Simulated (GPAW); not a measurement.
# NbGe2N4 monolayer: simulated STM images, part 2 of 2

What would a tunnelling microscope show on NbGe2N4 monolayer?

GPAW 26.7.0; GPAW, PAW setups; layer in a repeated cell with vacuum, relaxation of atoms and in-plane cell (the session's first sound run).

So far. Step 2 (Relaxing the atoms): The relaxation lowered the energy of the cell by 0.230 eV (energies extrapolated to zero smearing; the optimiser's log prints free energies). The largest force left on a free atom is 0.017 eV/Å.

## (3) Plane waves, PBE (continued)

Local density of states summed over the bias window over a1 and a2. Sample bias 1 V, constant height 3.0 Å over the top atom.

Values in units of 1e-5 arbitrary, 16 rows by 16 columns:
```
1.1 1.1 1.1 1.1 1.1 1.0 1.0 0.9 0.9 1.0 1.0 1.1 1.1 1.1 1.1 1.1
1.0 1.1 1.1 1.1 1.1 1.0 1.0 1.0 1.0 1.0 1.1 1.1 1.1 1.1 1.0 1.1
1.0 1.1 1.1 1.1 1.1 1.0 1.0 1.0 1.0 1.1 1.1 1.1 1.1 1.0 1.0 1.0
1.0 1.1 1.1 1.1 1.0 1.0 1.0 1.0 1.0 1.1 1.1 1.1 1.0 1.0 1.0 1.0
1.0 1.0 1.0 1.0 1.0 0.9 0.9 1.0 1.0 1.0 1.0 1.0 1.0 1.1 1.1 1.0
1.0 1.0 1.0 1.0 1.0 0.9 1.0 1.0 1.0 1.0 1.0 1.0 1.0 1.0 1.0 1.0
0.9 0.9 1.0 1.0 1.0 1.0 1.0 1.0 0.9 0.9 1.0 1.0 1.0 1.0 1.0 1.0
0.9 0.9 1.0 1.0 1.0 1.0 1.0 0.9 0.9 0.9 0.9 0.9 0.9 0.9 0.9 0.9
0.9 1.0 1.0 1.1 1.1 1.0 1.0 0.9 0.9 0.9 0.9 0.9 0.9 0.9 0.9 0.9
1.0 1.0 1.1 1.1 1.1 1.0 1.0 1.0 0.9 0.9 0.9 0.8 0.9 0.9 0.9 1.0
1.0 1.1 1.1 1.1 1.1 1.0 1.0 1.0 0.9 0.9 0.8 0.8 0.9 0.9 1.0 1.0
1.0 1.1 1.1 1.1 1.0 1.0 1.0 1.0 0.9 0.9 0.9 0.9 0.9 1.0 1.0 1.0
1.0 1.1 1.1 1.0 1.0 1.1 1.0 1.0 0.9 0.9 0.9 0.9 1.0 1.0 1.1 1.0
1.0 1.1 1.0 1.0 1.0 1.1 1.0 1.0 0.9 0.9 0.9 1.0 1.0 1.1 1.0 1.0
1.1 1.1 1.1 1.0 1.0 1.0 1.0 1.0 0.9 0.9 1.0 1.0 1.0 1.0 1.0 1.1
1.1 1.1 1.0 1.0 1.0 1.0 1.0 0.9 0.9 0.9 1.0 1.0 1.0 1.0 1.0 1.1
```
Columns: a1 from 0 to 0.938; rows upwards: a2 from 0 to 0.938.

Force by atom:

```
atom  x (eV/Å)  y (eV/Å)  z (eV/Å)    size
  N1    0.0000    0.0000   -0.0068  0.0068
 Ge2    0.0000    0.0000    0.0536  0.0536
  N3    0.0000    0.0000   -0.0355  0.0355
 Nb4    0.0000    0.0000    0.0000  0.0000
  N5    0.0000    0.0000    0.0355  0.0355
 Ge6    0.0000    0.0000   -0.0536  0.0536
  N7    0.0000    0.0000    0.0068  0.0068
```

The potential is flat to 8.5e-4 eV/Å where it is read, so the vacuum is wide enough.

## (4) A changed run

One more run, with changed settings.

run.py

```python
import json
import numpy as np
from ase import Atoms
from gpaw import GPAW, PW
from gpaw.external import ConstantElectricField

slab = Atoms(
    ['N', 'Ge', 'N', 'Nb', 'N', 'Ge', 'N'],
    positions=[
        [0.00000, -0.00000, 9.00000],
        [0.00000, 1.75696, 9.64354],
        [0.00000, 1.75696, 11.53333],
        [0.00000, 0.00000, 12.75732],
        [0.00000, 1.75696, 13.98132],
        [0.00000, 1.75696, 15.87110],
        [0.00000, 0.00000, 16.51465]],
    cell=[[3.04315, 0.0, 0.0], [-1.52157, 2.63544, 0.0], [0.0, 0.0, 25.5146]],
    pbc=[True, True, False],
    magmoms=[0.0, 0.0, 0.0, 1.0, 0.0, 0.0, 0.0])

slab.calc = GPAW(mode=PW(500), xc='PBE', kpts={'size': (12, 12, 1), 'gamma': True},
                 occupations={'name': 'fermi-dirac', 'width': 0.05}, nbands='200%',
                 convergence={'density': 1e-05}, maxiter=75,
                 poissonsolver={'dipolelayer': 'xy'},
                 external=ConstantElectricField(1.5, [0, 0, 1]),
                 symmetry={'tolerance': 1e-3}, txt='slab.txt')
result = {}
energy = slab.get_potential_energy()
fermi = slab.calc.get_fermi_level()
v = slab.calc.get_electrostatic_potential().mean((0, 1)) - fermi
n = slab.calc.get_pseudo_density().mean((0, 1))
L = slab.cell[2, 2]
z = np.arange(len(v)) * L / len(v)
low, high = slab.positions[:, 2].min(), slab.positions[:, 2].max()
below, above = np.interp([low - 6.8, high + 6.8], z, v)
slopes = [np.interp(x, z, np.gradient(v, z)) for x in (low - 6.8, high + 6.8)]
eps = np.array([[slab.calc.get_eigenvalues(k, s) for k in range(len(slab.calc.get_ibz_k_points()))]
                for s in range(slab.calc.get_number_of_spins())]) - fermi
top, bottom = eps[eps < 0].max(), eps[eps > 0].min()
dipole = slab.get_dipole_moment()[2]
print(f'energy {energy:.4f} eV, Fermi level {fermi:.4f} eV, dipole {dipole:.5f} e A')
print(f'potential 6.8 A off the faces, from the Fermi level: lower {below:.4f} eV, upper {above:.4f} eV')
print(f'slope of the potential there: lower {slopes[0]:.5f}, upper {slopes[1]:.5f} eV/A')
print(f'nearest levels on the mesh: {top:.4f} and {bottom:.4f} eV')
print('magnetic moment', round(slab.get_magnetic_moment(), 3))
result.update(energy=energy, fermi=fermi, dipole=dipole, below=below, above=above, slopes=slopes, edges=[top, bottom],
              z=z.tolist(), v=v.tolist(), n=n.tolist(), positions=slab.positions.tolist(),
              forces=slab.get_forces(apply_constraint=False).tolist(), moments=slab.get_magnetic_moments().tolist())
json.dump(result, open('result.json', 'w'))
```

Started as:

```sh
$ OMP_NUM_THREADS=1 OPENBLAS_NUM_THREADS=1 python run.py
```

It took 22 min on 1 thread of AMD EPYC 7R13 (Zen 3), shared host; peak memory 0.91 GiB.

The run finished. A setting was moved off its sound value on purpose, so it serves as a test and not as the result.

The fault put into the input: a field far too strong (field = 1.5).

The two runs compared:

```
                     quantity  this run  sound run  difference
dipole along the normal (e·Å)   0.80280  0.0025150       0.800
 sum of the site moments (μB)   0.50521    0.47903      0.0262
```

One result that differs is the dipole along the normal, 0.803 e·Å against 0.00252 e·Å.

## (5) What came out

```json
{
  "work function, upper and lower face": "5.659 and 5.679 eV",
  "dipole along the normal": "0.0025 e Å, near the numerical noise",
  "corrugation at -1 V": "0.452 Å",
  "corrugation at 1 V": "0.151 Å as printed, 0.11 Å or less without short-wave noise"
}
```

What this shows: At 1 V GPAW's map carries short-wave noise, which can't be real at this height: without waves under 1.5 Å it spans 0.11 Å against 0.15 Å printed. The reading below uses the filtered value, which may still be too high. The corrugation at constant current is largest at -1 V, where the tip height varies by 0.45 Å over the cell. Negative sample bias images filled states, positive bias empty ones. The images are of Tersoff-Hamann type: an s-wave tip, no tip-sample forces, heights closer than in a microscope. The small printed dipole stands for a step of -57 meV from the lower to the upper face, and the probes find -20 meV; values this small are near the numerical noise of both. One magnetic start was tried; another order may lie lower. The layer's cell and atoms come from the relaxation; spin-orbit coupling and temperature are left out.

[Logs are printed without paths, hosts, clocks, repeated set-up lines and the standing remarks that a program may print on its own settings, such as how far it seeks lower states.]

[Hosts, paths, dates, database ids (printed as entryN), source tags and the programs' standing remarks are cut or masked in the printed files.]
